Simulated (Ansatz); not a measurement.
# What Y2SOF2 (built on the sites of a database entry of YSF) distorts into, part 3 of 3

Aim: this structure of Y2SOF2 (built on the sites of a database entry of YSF) is to be tested for unstable modes, and one is followed downhill.

Ansatz 0.2.0; DFT PBEsol, scalar-relativistic, plane waves, PAW.

So far. Step 4 (The mode frozen in, largest atomic shift 0.22 Å): The run ends at a pressure of 1.56 GPa, with forces up to 0.14 eV/Å. Step 5 (Energy along the mode, all amplitudes (two of the runs …): The lowest of the steps tried is at 0.22 Å, 3.44 meV/atom below the parent; the bottom of the well need not coincide with a step.

The structure was built from a prototype and need not be the compound's stable phase.

## 7. The new phase in its own primitive cell

The relaxed structure is symmetrised, reduced to its primitive cell and relaxed tightly, as its phonons need.

The input, input.yaml:

```yaml
crystal:
  lattice:
    - [3.8777275037, 0.0, 0.0]
    - [0.0, 1.891047466, 6.1260041326]
    - [0.0, -1.891047466, 6.1260041326]
  atoms:
    - { symbol: "Y", position: [0.0, 0.7012363184, 0.7012363184] }
    - { symbol: "Y", position: [0.5, 0.9481632278, 0.9481632278] }
    - { symbol: O, position: [0.0, 0.8750862021, 0.8750862021] }
    - { symbol: S, position: [0.5, 0.2695405677, 0.2695405677] }
    - { symbol: F, position: [0.0, 0.084914062, 0.084914062] }
    - { symbol: F, position: [0.5, 0.5540331447, 0.5540331447] }
kpoints:
  mp_grid: { grid: [6, 6, 6] }
hamiltonian:
  xc: pbesol
scf:
  occupations: { method: fixed }
output:
  forces: true
  stress: true
  eigenvalues: true
relax:
  adjacent_minimum: "off"
  f_tol: 0.001
  max_steps: 60
  cell: { stress_tol: 0.01 }
```

On the command line:

```sh
$ ansatz run input.yaml --threads 8 --pin off --max-ram 14336MiB --backend cpu --events-out ev --progress --plain --runs-dir out
```

Numbers of over 12 decimals in the logs are rounded to 6 here.

The log of the run:

```text
[...]
Crystal: 6 atoms, lattice volume = 89.844 Å³
Basis set: ecut = 420 eV, 1751 PW (Γ), exchange–correlation on 54×90×90 points (8 copies of the dense FFT grid, shifted against one another)
Bands: 30, of which v1, the nominal top of the filled ones, is band 24 counted from 1 (23 counted from 0)
Symmetry: 4 space group operations
[...]
k-points: 52 of 216 (time reversal used)
[...]
cell:  # Å, volume = 89.8481 Å³
    - [3.877882, 0, 0]
    - [0, 1.891171, 6.125665]
    - [0, -1.891171, 6.125665]
  atoms:
    - { symbol: Y, position: [0, 0.701230, 0.701230] }
    - { symbol: Y, position: [0.500000, 0.948160, 0.948160] }
    - { symbol: O, position: [0, 0.875089, 0.875089] }
    - { symbol: S, position: [0.500000, 0.269542, 0.269542] }
    - { symbol: F, position: [0, 0.084914, 0.084914] }
    - { symbol: F, position: [0.500000, 0.554039, 0.554039] }
[key lines of the parts left out:]
SCF converged after 6 iterations
Free energy (F): -10648.981357 eV
Fermi energy:    9.047265 eV
P = ⅓ Tr σ = -0.0023 GPa (-0.023 kbar)
```

It took 6.6 s on 8 threads of Arm Neoverse V2, shared host; peak memory 0.53 GiB; 48 s of CPU time.

Little changed from the start: no atom moved by 0.005 Å and no cell edge by 0.1 %.

Numbers from this step:

```yaml
pressure: -0.002309 GPa
gap_on_the_k_mesh: 1.915 eV
direct_gap_on_mesh: 1.954 eV
```

The largest force component left is 0.71 meV/Å and the pressure is -0.002 GPa, within the tolerances set. The cell now holds 14.97 Å³/atom.

## 8. Modes of the new phase, k-mesh 6×6×6

A relaxed structure may still be a saddle point, so its zone-centre modes are computed. The response to a homogeneous field gives the Born charges and the dielectric tensor.

The input, input.yaml:

```yaml
crystal:
  lattice:
    - [3.8778821173, 0.0, 0.0]
    - [0.0, 1.891171388, 6.1256651147]
    - [0.0, -1.891171388, 6.1256651147]
  atoms:
    - { symbol: "Y", position: [0.0, 0.7012296625, 0.7012296625] }
    - { symbol: "Y", position: [0.5, 0.9481595673, 0.9481595673] }
    - { symbol: O, position: [0.0, 0.8750892081, 0.8750892081] }
    - { symbol: S, position: [0.5, 0.2695415225, 0.2695415225] }
    - { symbol: F, position: [0.0, 0.0849142487, 0.0849142487] }
    - { symbol: F, position: [0.5, 0.5540393136, 0.5540393136] }
kpoints:
  mp_grid: { grid: [6, 6, 6] }
hamiltonian:
  xc: pbesol
scf:
  occupations: { method: fixed }
output:
  eigenvalues: true
phonons:
  method: dfpt
  dielectric: true
  rigid_motions: translations
```

The log of the run:

```text
[...]
Crystal: 6 atoms, lattice volume = 89.848 Å³
Basis set: ecut = 420 eV, 1751 PW (Γ), exchange–correlation on 54×90×90 points (8 copies of the dense FFT grid, shifted against one another)
Bands: 30, of which v1, the nominal top of the filled ones, is band 24 counted from 1 (23 counted from 0)
Symmetry: 4 space group operations
k-points: 112 of 216 (irreducible under 1 space group operation, time reversal used)
[...]
SCF iter   1: F=—  HF=-10649.013241 eV  |F-HF|=—  |Δ(HF+E_count)|=         —  Δρ=1.33e-2  dr2=1.23e-1  ethr=1.77e-3  ⟨swp⟩=5.0  Hψ=12778  notcnv=0  defer=422
[...]
SCF iter  11: F=-10648.981357 eV  HF=-10648.981357 eV  |F-HF|=3.64e-12  |Δ(HF+E_count)|=  3.07e-10  Δρ=2.28e-7  dr2=3.84e-11  ethr=1.00e-12  ⟨swp⟩=12.7  Hψ=19892  notcnv=0
SCF 1 converged in 11 iterations: F = -10648.981357 eV  dr2 = 3.84e-11
[...]
NSCF: frozen V_eff on 2 k-points
DFPT response loops at Γ: preconditioner auto → Resta (q_TF=auto, 2.458 Å⁻¹)  ε∞=5.6 (no band partly filled); β = 1.00, the filter's whole step (`scf.mixing.beta` (0.50) is not read by the response loops at its default; to damp them type it under 1.00, their step now; it binds the ground state too); Broyden in place of MSR1
── the response to a field inside a basis, on 10×10×10 k-points: an SCF that follows is theirs, and a resumed run solves both again ──
Bands: 25, of which v1, the nominal top of the filled ones, is band 24 counted from 1 (23 counted from 0)
k-points: 150 of 1000 (time reversal used)
[...]
Eigensolver: Dense (150 Hₖ)
SCF iter   1: F=—  HF=-10648.968440 eV  |F-HF|=—  |Δ(HF+E_count)|=         —  Δρ=4.60e-4  dr2=4.21e-5  ethr=1.00e-1
[...]
SCF iter   5: F=-10648.968433 eV  HF=-10648.968433 eV  |F-HF|=4.10e-9  |Δ(HF+E_count)|=   5.20e-8  Δρ=4.05e-6  dr2=1.00e-8  ethr=5.38e-10
SCF 1 converged in 5 iterations: F = -10648.968433 eV  dr2 = 1.00e-8
[...]
WARN: field response: ε∞ stands inside a basis, on 10×10×10 points; the force constants stand on the 6×6×6 k-mesh, whose period is 11.49 times the interband length at k = (0.0000, -0.5000, -0.5000), direct gap 1.954 eV, under 14: take them and everything formed from them as unconverged, and compare with a denser kpoints.mp_grid
SCF converged after 11 iterations
Free energy (F): -10648.981357 eV
[...]
Internal energy: -10648.981357 eV  (E = F + TS)
E sigma→0 (E₀):  -10648.981357 eV
Fermi energy:    9.047264 eV
[...]
--- Band table (eV; the first three rows and the last of 112) ---
  k-point 0: bands = [... 20 lower, 6.9162, 7.9566, 9.0312, 9.0473, 11.2210, 12.6667, 13.2020, 14.1036, ... 2 higher]
  k-point 1: bands = [... 20 lower, 6.4386, 8.0628, 8.4428, 8.6642, 11.9686, 12.9786, 13.5747, 13.9608, ... 2 higher]
  k-point 2: bands = [... 20 lower, 6.4381, 7.2840, 7.9944, 8.5801, 13.0025, 13.5234, 13.6395, 14.0830, ... 2 higher]
  k-point 111: bands = [... 20 lower, 7.1217, 7.2408, 7.6456, 7.8367, 12.3470, 14.1988, 14.2218, 14.2758, ... 2 higher]
--- Phonons (Γ-DFPT): 18 representative perturbations + reference, on 112 of 216 k-points (Σ response iterations 59) ---
  k mesh reduced under 1 symmetry operation, with k and −k counted as one. Each operation leaves every solved perturbation unchanged. A smaller set is not considered because the run solves the response to a homogeneous field
  ASR residual: 2.019e-4 → 0.000e0 eV/Å²; symmetrization residual: 1.479e-5 eV/Å²
  ASR residual per site (eV/Å²): 5.23e-5 1.44e-5 1.48e-4 9.02e-5 1.39e-4 2.02e-4
[...]
ε∞ (high-frequency dielectric tensor):
        5.029747     0.000000     0.000000
        0.000000     5.130580     0.000000
        0.000000     0.000000     3.960782
  ε⁰ (static dielectric tensor: ions relaxed, cell fixed):
       19.402887     0.000000    -0.000000
        0.000000    20.440849     0.000000
       -0.000000     0.000000    13.815322
  ε⁰ − ε∞ (ionic part):
       14.373140     0.000000    -0.000000
        0.000000    15.310269     0.000000
       -0.000000     0.000000     9.854540
  softest optical mode at Γ: 113.31 cm⁻¹; the repairs (sum rule, projections) moved no ω² at Γ by more than (2.72 cm⁻¹)²
  Born effective charges Z* (e; rows j = field, columns β = displacement):
    site 0:
         3.59121    0.00000    0.00000
         0.00000    4.17430    0.00000
         0.00000    0.00000    3.43688
    site 1:
         4.60541    0.00000    0.00000
         0.00000    3.46884    0.00000
         0.00000    0.00000    4.02476
    site 2:
        -3.90249    0.00000    0.00000
         0.00000   -1.63987    0.00000
         0.00000    0.00000   -2.24067
    site 3:
        -1.99136    0.00000    0.00000
         0.00000   -3.03831    0.00000
         0.00000    0.00000   -1.25547
    site 4:
        -1.34959    0.00000    0.00000
         0.00000   -1.28950    0.00000
         0.00000    0.00000   -1.89744
    site 5:
        -0.95318    0.00000    0.00000
         0.00000   -1.67545    0.00000
         0.00000    0.00000   -2.06806
  Z* charge neutrality: 1.794e-3 e pre-enforcement
  solved inside a basis spanned on kpoints, on 10×10×10 k-points, its susceptibility summed on 12×12×12: ε∞ is read to err by 1.5e-2, Z* by 2.5e-2 e (field_mesh: kpoints solves on kpoints); Z* is corrected for what the basis lacks
  optical modes at Γ without the LO–TO term, one row a degenerate level:
      ω (cm⁻¹)  modes    IR ((D/Å)²/amu)
        113.31      1             0.7489
        118.89      1             4.1723
        123.43      1             0.8808
        152.20      1             7.2072
        195.45      1            11.3078
        226.07      1             1.6709
        233.36      1            14.4947
        237.91      1             8.5788
        277.99      1             0.1799
        289.04      1             0.0935
        302.61      1             0.2552
        318.68      1             6.8665
        357.27      1             1.0487
[...]
optical modes at Γ + LO–TO along q̂ = [1.0000, 0.0000, 0.0000]:
      ω (cm⁻¹)  modes    IR ((D/Å)²/amu)
[...]
optical modes at Γ + LO–TO along q̂ = [0.0000, 1.0000, 0.0000]:
      ω (cm⁻¹)  modes    IR ((D/Å)²/amu)
[...]
optical modes at Γ + LO–TO along q̂ = [0.0000, 0.0000, 1.0000]:
      ω (cm⁻¹)  modes    IR ((D/Å)²/amu)
[...]
152.20      1             7.2072
        221.02      1             0.0648
        233.36      1            14.4947
        237.91      1             8.5788
        266.80      1             1.2275
        277.99      1             0.1799
        289.04      1             0.0935
        303.25      1             0.0159
        357.27      1             1.0487
        413.40      1            11.3134
        484.75      1            23.1685
        607.76      1            12.5869
```

Wall time 2.3 min (8 threads); peak memory 1.6 GiB.

This step gave:

```
sum-rule residual before enforcement                    : 2.02e-4 eV/Å²
miss of the charge sum rule                             : 0.001794 e
estimated error of the dielectric tensor                : 0.01481
estimated error of the Born charges                     : 0.02466 e
point group                                             : mm2
highest optical mode at the zone centre (no LO-TO term) : 564.6 cm⁻¹
lowest optical zone-centre mode                         : 113.3 cm⁻¹
mean high-frequency dielectric constant                 : 4.707
largest Born charge (third of the trace)                : 4.033 e
mean static dielectric constant                         : 17.89
top of the zone-centre spectrum with the field          : 609.4 cm⁻¹
```

Without the LO-TO term. Patterns of degenerate modes are one choice out of their space. The modes at Γ (shares of kinetic energy by element, %):

| mode | frequency (cm⁻¹) | symmetry | Y % | O % | S % | F % |
| --- | --- | --- | --- | --- | --- | --- |
| 1 | 0.0 | acoustic | 67 | 6 | 12 | 14 |
| 2 | 0.0 | acoustic | 67 | 6 | 12 | 14 |
| 3 | 0.0 | acoustic | 67 | 6 | 12 | 14 |
| 4 | 113.3 | B2 | 83 | 5 | 8 | 3 |
| 5 | 118.9 | B1 | 29 | 2 | 0 | 69 |
| 6 | 123.4 | B1 | 78 | 1 | 3 | 18 |
| 7 | 152.2 | B2 | 22 | 33 | 30 | 16 |
| 8 | 195.4 | A1 | 23 | 0 | 31 | 46 |
| 9 | 226.1 | A1 | 56 | 0 | 15 | 30 |
| 10 | 233.4 | B2 | 24 | 0 | 9 | 67 |
| 11 | 237.9 | B1 | 17 | 1 | 66 | 16 |
| 12 | 278.0 | B1 | 1 | 0 | 16 | 82 |
| 13 | 289.0 | B2 | 0 | 55 | 40 | 4 |
| 14 | 302.6 | A1 | 49 | 0 | 9 | 42 |
| 15 | 318.7 | A1 | 2 | 5 | 33 | 59 |
| 16 | 357.3 | B2 | 4 | 0 | 1 | 95 |
| 17 | 484.8 | B1 | 8 | 90 | 2 | 0 |
| 18 | 564.6 | A1 | 3 | 88 | 0 | 9 |

Displacements in mode 4 (113.3 cm⁻¹), the largest set to 1:
```
Y1   0.00 -0.78  0.00
Y2   0.00  1.00  0.00
O3   0.00 -0.77  0.00
S4   0.00 -0.66  0.00
F5   0.00  0.21  0.00
F6   0.00  0.51  0.00
```

Displacements in mode 6 (123.4 cm⁻¹), the largest set to 1:
```
Y1   0.82  0.00  0.00
Y2  -0.60  0.00  0.00
O3  -0.29  0.00  0.00
S4   0.31  0.00  0.00
F5  -0.32  0.00  0.00
F6  -1.00  0.00  0.00
```

Optical modes at the zone centre, without and with the macroscopic field of the longitudinal modes; each column is sorted by frequency, so a row need not hold one and the same mode. Modes with and without the field, by row:

| rank among optical modes | no field (cm⁻¹) | q along (1, 0, 0) (cm⁻¹) | q along (0, 1, 0) (cm⁻¹) | q along (0, 0, 1) (cm⁻¹) |
| --- | --- | --- | --- | --- |
| 1 | 113.3 | 113.3 | 115.8 | 113.3 |
| 2 | 118.9 | 122.6 | 118.9 | 118.9 |
| 3 | 123.4 | 151.8 | 123.4 | 123.4 |
| 4 | 152.2 | 152.2 | 178.4 | 152.2 |
| 5 | 195.4 | 195.4 | 195.4 | 221 |
| 6 | 226.1 | 226.1 | 226.1 | 233.4 |
| 7 | 233.4 | 233.4 | 237.9 | 237.9 |
| 8 | 237.9 | 276 | 278 | 266.8 |
| 9 | 278 | 289 | 288.6 | 278 |
| 10 | 289 | 295.2 | 302.6 | 289 |
| 11 | 302.6 | 302.6 | 318.7 | 303.2 |
| 12 | 318.7 | 318.7 | 342.4 | 357.3 |
| 13 | 357.3 | 357.3 | 406.2 | 413.4 |
| 14 | 484.8 | 564.6 | 484.8 | 484.8 |
| 15 | 564.6 | 609.4 | 564.6 | 607.8 |

Born charge (rows field, columns displacement) (e), principal values of the symmetric part by kind of site:

| atom | atoms with these values | low | middle | high | mean |
| --- | --- | --- | --- | --- | --- |
| Y1 | 1 | 3.44 | 3.59 | 4.17 | 3.73 |
| Y2 | 1 | 3.47 | 4.02 | 4.61 | 4.03 |
| O3 | 1 | -3.90 | -2.24 | -1.64 | -2.59 |
| S4 | 1 | -3.04 | -1.99 | -1.26 | -2.10 |
| F5 | 1 | -1.90 | -1.35 | -1.29 | -1.51 |
| F6 | 1 | -2.07 | -1.68 | -0.95 | -1.57 |

In full for Y2:

```
4.61 0.00 0.00
0.00 3.47 0.00
0.00 0.00 4.02
```

High-frequency dielectric tensor:

```
5.03 0.00 0.00
0.00 5.13 0.00
0.00 0.00 3.96
```

Static dielectric tensor (ions relaxed, fixed cell):

```
19.40  0.00  0.00
 0.00 20.44  0.00
 0.00  0.00 13.82
```

Transverse modes. Lines of the infrared spectrum (strongest = 100):

| position (cm⁻¹) | label | relative intensity |
| --- | --- | --- |
| 113 | B2 | 3.2 |
| 119 | B1 | 18 |
| 123 | B1 | 3.8 |
| 152 | B2 | 31 |
| 195 | A1 | 49 |
| 226 | A1 | 7.2 |
| 233 | B2 | 63 |
| 238 | B1 | 37 |
| 278 | B1 | 0.8 |
| 289 | B2 | 0.4 |
| 303 | A1 | 1.1 |
| 319 | A1 | 30 |
| 357 | B2 | 4.5 |
| 485 | B1 | 100 |
| 565 | A1 | 22 |

Before it was imposed, the acoustic sum rule was missed by 2.0e-4 eV/Å² and the charge sum rule by 0.0018 e. Small misses are needed for a sound result but don't prove that mesh and cutoff are converged. The lowest optical mode is real, 113 cm⁻¹.

The log warns of the k mesh: “the force constants stand on the 6×6×6 k-mesh, whose period is 11.49 times the interband length at k = (0.0000, -0.5000, -0.5000), direct gap 1.954 eV, under 14: take them and everything formed from them as unconverged”.

## 9. Outcome

```yaml
unstable_mode_of_the_parent: q = (0, 0, 0), 124i cm⁻¹
depth_at_the_lowest_point_sampled: 3.44 meV/atom
largest_atomic_shift_at_that_point: 0.22 Å
space_group_reached_within_0p01_a: Amm2
energy_gained_over_the_parent_first_relaxation_on_the_mesh_of_the_frozen_mode: 111 meV/atom
volume_per_atom_phase_reached: 15.0 Å³
gap_on_the_k_mesh_phase_reached: 1.92 eV
lowest_optical_zone_centre_mode_phase_reached: 113 cm⁻¹
highest_optical_mode_at_the_zone_centre_no_lo_to_term_phase_reached: 565 cm⁻¹
```

Along this mode the structure falls into Amm2, 111 meV/atom below the parent. At the parent's cell the well is 3.435 meV/atom deep on the steps tried, with its lowest point at a shift of 0.22 Å. Relaxing atoms and cell changes the gain by +107.84 meV/atom against the lowest step (energies at zero smearing). Most of the total comes from this relaxation. The new phase has no imaginary mode at the zone centre of its cell; other wavevectors were not checked. Of the 6 patterns followed to their end from this parent, this one reaches the lowest energy. Each path keeps the symmetry of its pattern, so a lower phase may lie along a pattern not tried. With the field response the log warns that the k mesh is coarse for the force constants too, so the frequencies may not be converged. The q mesh is too sparse to interpolate, so only the solved wavevectors are given. The program warns that the interpolation holds no quadrupole term, so branches close to Γ can be off in this crystal. The starting cell was built on a prototype and not taken from a measurement, so the phase need not exist.

[Logs are printed without paths, hosts, clocks, repeated set-up lines and the standing remarks that a program may print on its own settings, such as how far it seeks lower states.]

[Hosts, paths, dates, database ids (printed as entryN), source tags and the programs' standing remarks are cut or masked in the printed files.]
